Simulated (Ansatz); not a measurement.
# A hypothetical structure for MgV2, part 2 of 2

This structure for MgV2 is made up. Its elements were placed in a known structure type with a cell scaled to their sizes. What cell does the guess relax to, and how far off was it?

Ansatz 0.2.0; DFT, PBEsol, plane-wave PAW, files of the set soft_1, scalar-relativistic, ferromagnetic start, cell and ions relaxed at zero pressure; PAW set soft_1 (the session's first sound run).

So far: The structure; Relaxing cell and atoms. The relaxed cell has a, b, c = 2.425, 4.390, 8.312 Å (conventional setting).

### 3. Bands of the relaxed cell

With the geometry fixed, one more self-consistent run, with a narrower smearing and the mesh shown in its input, gives the bands, and its pressure, and its forces where symmetry allows any, show how far the geometry depends on these settings.

This step: DFT, PBEsol, plane-wave PAW, files of the set soft_1, scalar-relativistic, no spin, bands and density of states at the relaxed cell; PAW set soft_1 (Ansatz 0.2.0).

File input.yaml:

```yaml
crystal:
  lattice:
    - [4.3897855676, 0.0, 0.0]
    - [0.0, 8.3122620598, 0.0]
    - [0.0, 0.0, 2.4254490316]
  atoms:
    - { symbol: V, position: [0.9999996633, 0.6721865504, 0.0] }
    - { symbol: V, position: [3.367e-07, 0.3278134496, 0.0] }
    - { symbol: V, position: [0.4999996633, 0.8278134496, 0.5] }
    - { symbol: V, position: [0.5000003367, 0.1721865504, 0.5] }
    - { symbol: Mg, position: [0.0, 0.0, 0.0] }
    - { symbol: Mg, position: [0.5, 0.5, 0.5] }
kpoints:
  mp_grid: { grid: [8, 4, 12] }
  band_path:
    path:
      - [[0.0, 0.0, 0.0], [0.0, 0.0, 0.5], [0.5, 0.0, 0.5], [0.5, 0.0, 0.0], [0.0, 0.0, 0.0], [0.0, 0.5, 0.0], [0.0, 0.5, 0.5], [0.5, 0.5, 0.5], [0.5, 0.5, 0.0], [0.0, 0.5, 0.0]]
      - [[0.5, 0.0, 0.0], [0.5, 0.5, 0.0]]
      - [[0.0, 0.5, 0.5], [0.0, 0.0, 0.5]]
      - [[0.5, 0.0, 0.5], [0.5, 0.5, 0.5]]
    npoints: 6
scf:
  occupations: { method: fermi_dirac, width: 0.03 }
  n_extra_bands: 10
hamiltonian:
  xc: pbesol
  pseudopotentials: { kind: paw, azcp: { folder: soft_1 }, xc_functional: pbe }
output:
  forces: true
  stress: true
  write_bands: true
  dos: { projected: true }
  write_density: true
  write_potential: true
  elf: true
  volumetric_format: npy
```

The run is started by

```console
> ansatz run input.yaml --threads 4 --pin off --max-ram 10240MiB --backend cpu --events-out ev --progress --plain --runs-dir out
```

Numbers of over 12 decimals in the logs are rounded to 6 here.

The program printed:

```text
Warning: the atoms were moved onto the symmetric positions of the space group found under crystal.symmetry.tolerance 1.0e-5 (fractional; no operation is sought that the atoms, as they stand in a round, miss by more than twice it, and no atom is moved by as much as it), and the run uses the moved positions. Before a round's move an operation carried an atom to 2.96e-6 Å from where it should land, the largest such dist [...]
[...]
Crystal: 6 atoms, lattice volume = 88.502 Å³
Basis set: ecut = 420 eV, 1729 PW (Γ), exchange–correlation on 60×120×36 points (8 copies of the dense FFT grid, shifted against one another)
Bands: 46, of which v1, the nominal top of the filled ones, is band 36 counted from 1 (35 counted from 0)
Symmetry: 16 space group operations
[...]
k-points: 105 of 384
[...]
SCF iter   1: F=—  HF=-15363.797567 eV  |F-HF|=—  |Δ(HF+E_count)|=         —  Δρ=6.52e-2  dr2=3.58e0  ethr=3.10e-3  ⟨swp⟩=5.6  Hψ=16762  notcnv=0
[...]
SCF iter   9: F=-15362.650359 eV  HF=-15362.650359 eV  |F-HF|=1.44e-8  |Δ(HF+E_count)|=   3.26e-7  Δρ=5.32e-6  dr2=2.97e-8  ethr=1.39e-10  ⟨swp⟩=12.8  Hψ=32343  notcnv=0
SCF 1 converged in 9 iterations: F = -15362.650359 eV  dr2 = 2.97e-8
[...]
NSCF: frozen V_eff on 76 k-points
SCF converged after 9 iterations
Free energy (F): -15362.650359 eV
[...]
Internal energy: -15362.634408 eV  (E = F + TS)
E sigma→0 (E₀):  -15362.642383 eV
Entropy (-TS):   -0.015951 eV (-2.658 meV/atom)
Fermi energy:    13.046732 eV
[...]
--- Forces (eV/Å), atoms counted from 1 ---
  atom   1  V      0.00000000    -0.02464123     0.00000000
  atom   2  V      0.00000000     0.02464123     0.00000000
  atom   3  V      0.00000000     0.02464123     0.00000000
  atom   4  V      0.00000000    -0.02464123     0.00000000
  atom   5  Mg     0.00000000     0.00000000     0.00000000
  atom   6  Mg     0.00000000     0.00000000     0.00000000
  max |Σ_I F_I| component: 3.47e-18 eV/Å
--- Stress (GPa, compression-positive) ---
        0.013620      -0.000000       0.000000
       -0.000000      -0.119992       0.000000
        0.000000       0.000000       0.371962
  P = ⅓ Tr σ = 0.0885 GPa (0.885 kbar)
--- Band table (eV; the first three rows and the last of 105) ---
  k-point 0: bands = [... 32 lower, 11.6647, 12.0892, 12.2848, 12.4981, 12.7196, 13.2910, 13.8978, 15.1430, ... 6 higher]
  k-point 1: bands = [... 32 lower, 11.8862, 12.1678, 12.4643, 12.5030, 12.6663, 13.0854, 13.7866, 15.0144, ... 6 higher]
  k-point 2: bands = [... 32 lower, 12.1139, 12.3225, 12.4716, 12.6916, 12.7030, 13.1456, 13.4113, 14.6394, ... 6 higher]
  k-point 104: bands = [... 32 lower, 12.8797, 12.8797, 13.3860, 13.3860, 13.7707, 13.7707, 14.3321, 14.3321, ... 6 higher]
```

Run time: 7.9 s. Hardware: 4 threads of AMD EPYC 7B13 (Zen 3), shared host; peak memory 0.71 GiB; 30 s of CPU time.

Reading the cycles: dr2 is the Hartree energy of the density residual (eV), the measure of convergence; HF is the Harris–Foulkes estimate of the energy, which meets the free energy F at convergence.

Numbers from this step:

```yaml
free_energy: -15362.6504 eV
energy_at_zero_smearing: -15362.6424 eV
smearing_term_ts: 0.01595 eV
fermi_energy: 13.05 eV
symmetry_operations: 16
pressure: 0.08853 GPa
```

From bands.tsv, the bands that come nearest the Fermi level along the path, at its corners, in eV from the Fermi level:

```tsv
point	band 33	band 34	band 35	band 36	band 37	band 38	band 39	band 40
Γ	-1.38	-0.96	-0.76	-0.55	-0.33	0.24	0.85	2.10
X	-1.51	-1.51	0.57	0.57	0.94	0.94	1.39	1.39
S	-0.30	-0.30	0.31	0.31	0.82	0.82	1.21	1.21
Y	-1.18	-1.18	-0.64	-0.64	-0.62	-0.62	1.09	1.09
Γ	-1.38	-0.96	-0.76	-0.55	-0.33	0.24	0.85	2.10
Z	-1.34	-1.34	-0.72	-0.72	-0.26	-0.26	2.16	2.16
U	-0.50	-0.50	-0.23	-0.23	1.00	1.00	1.38	1.38
R	-0.17	-0.17	0.34	0.34	0.72	0.72	1.29	1.29
T	-1.01	-1.01	-0.75	-0.75	-0.45	-0.45	1.24	1.24
Z	-1.34	-1.34	-0.72	-0.72	-0.26	-0.26	2.16	2.16
Y	-1.18	-1.18	-0.64	-0.64	-0.62	-0.62	1.09	1.09
T	-1.01	-1.01	-0.75	-0.75	-0.45	-0.45	1.24	1.24
U	-0.50	-0.50	-0.23	-0.23	1.00	1.00	1.38	1.38
X	-1.51	-1.51	0.57	0.57	0.94	0.94	1.39	1.39
S	-0.30	-0.30	0.31	0.31	0.82	0.82	1.21	1.21
R	-0.17	-0.17	0.34	0.34	0.72	0.72	1.29	1.29
```

States per cell as run, both spins, in windows of 1 eV, from dos.tsv (zero at the Fermi level):

```
from  to  total
  -8  -7   0.01
  -7  -6   0.43
  -6  -5   0.93
  -5  -4   1.13
  -4  -3   1.90
  -3  -2   4.40
  -2  -1   7.11
  -1   0   8.04
   0   1   5.38
```

A further 48.0 states lie below the table's range.

ELF in the bc plane at fractional x = 0.000, with atoms of V and Mg within 0.2 Å of it. It is the smooth field of the valence electrons, not physical close to the nuclei.

Ten even steps from '0' (0.09) to '9' (0.72), each cell a mean:
```
23021289961323899502113
31042058731421587203202
00364124312651243126610
13676322225873222257752
01575223214762132136730
20153037621531476114301
32021179951322799402113
03010399971314999701022
```
Columns run along b (8.3 Å), rows up along c (2.4 Å). Atoms in or near the plane, at fractional coordinates: V at (0.67, 0.00), V at (0.33, 0.00), Mg at (0.00, 0.00).

Electrostatic potential energy in the bc plane at fractional x = 0.000, with atoms of V and Mg within 0.2 Å of it. With pseudopotentials it is smooth inside the atoms' cores, unlike the true potential.

Ten even steps from '0' (-57 eV) to '9' (15 eV), each cell a mean:
```
02799644448996444589850
36899854468997544699974
78999986789999767899998
89999998899999989999998
88999988899999888999998
57999864579998645799986
03899744458997444589961
01799644447996444489850
```
Columns run along b (8.3 Å; values clipped at the 3rd and 97th percentile), rows up along c (2.4 Å). Atoms in or near the plane, at fractional coordinates: V at (0.67, 0.00), V at (0.33, 0.00), Mg at (0.00, 0.00).

Valence density in the bc plane at fractional x = 0.000, with atoms of V and Mg within 0.2 Å of it. It is the smooth field of the valence electrons, not physical close to the nuclei.

Ten steps, logarithmic in the rise over the least value, from '0' (0 e/Å³) to '9' (25 e/Å³), each cell a mean:
```
96100268751003687410038
53000146530001465300014
00000023210000232100000
00000011100000111000000
00000012210000122100000
31000135420001354200002
85000267741002677410027
97100378851003788510049
```
Columns run along b (8.3 Å), rows up along c (2.4 Å). Atoms in or near the plane, at fractional coordinates: V at (0.67, 0.00), V at (0.33, 0.00), Mg at (0.00, 0.00).

### 4. What came out

```
space group, relaxed : Immm
conventional cell    : a = 2.425, b = 4.390, c = 8.312 Å; α = 90.0°, β = 90.0°, γ = 90.0°
volume per atom      : 14.75 Å³ (guess 17.29)
total moment         : 0.00 μB in the cell of 6 atoms
```

**Reading.** MgV2 relaxes to Immm with a = 2.425, b = 4.390 and c = 8.312 Å. The guessed volume was 17 % too large. The symmetry rose from Pnnm to Immm, so the distortion of the structure type doesn't survive with these elements. The moments died out from this one start and weren't seeded again at the relaxed cell. Bands cross the Fermi level, so it is a metal or semimetal at this level. On the 8×4×12 mesh with the narrower smearing (relaxed on 5×5×8) the largest force component is 0.025 eV/Å and the largest stress component is 0.372 GPa, against the relaxation's thresholds of 0.015 eV/Å and 0.05 GPa. The cutoff wasn't tested. A vector of the cell changed its length by 36 %, so the starting arrangement is largely lost and the mesh was laid for another shape. No dispersion term is used, so weakly bound directions may come out too long. Nothing here tests whether the compound is stable against decomposition.

[Logs are printed without paths, hosts, clocks, repeated set-up lines and the standing remarks that a program may print on its own settings, such as how far it seeks lower states.]

[Hosts, paths, dates, database ids (printed as entryN), source tags and the programs' standing remarks are cut or masked in the printed files.]
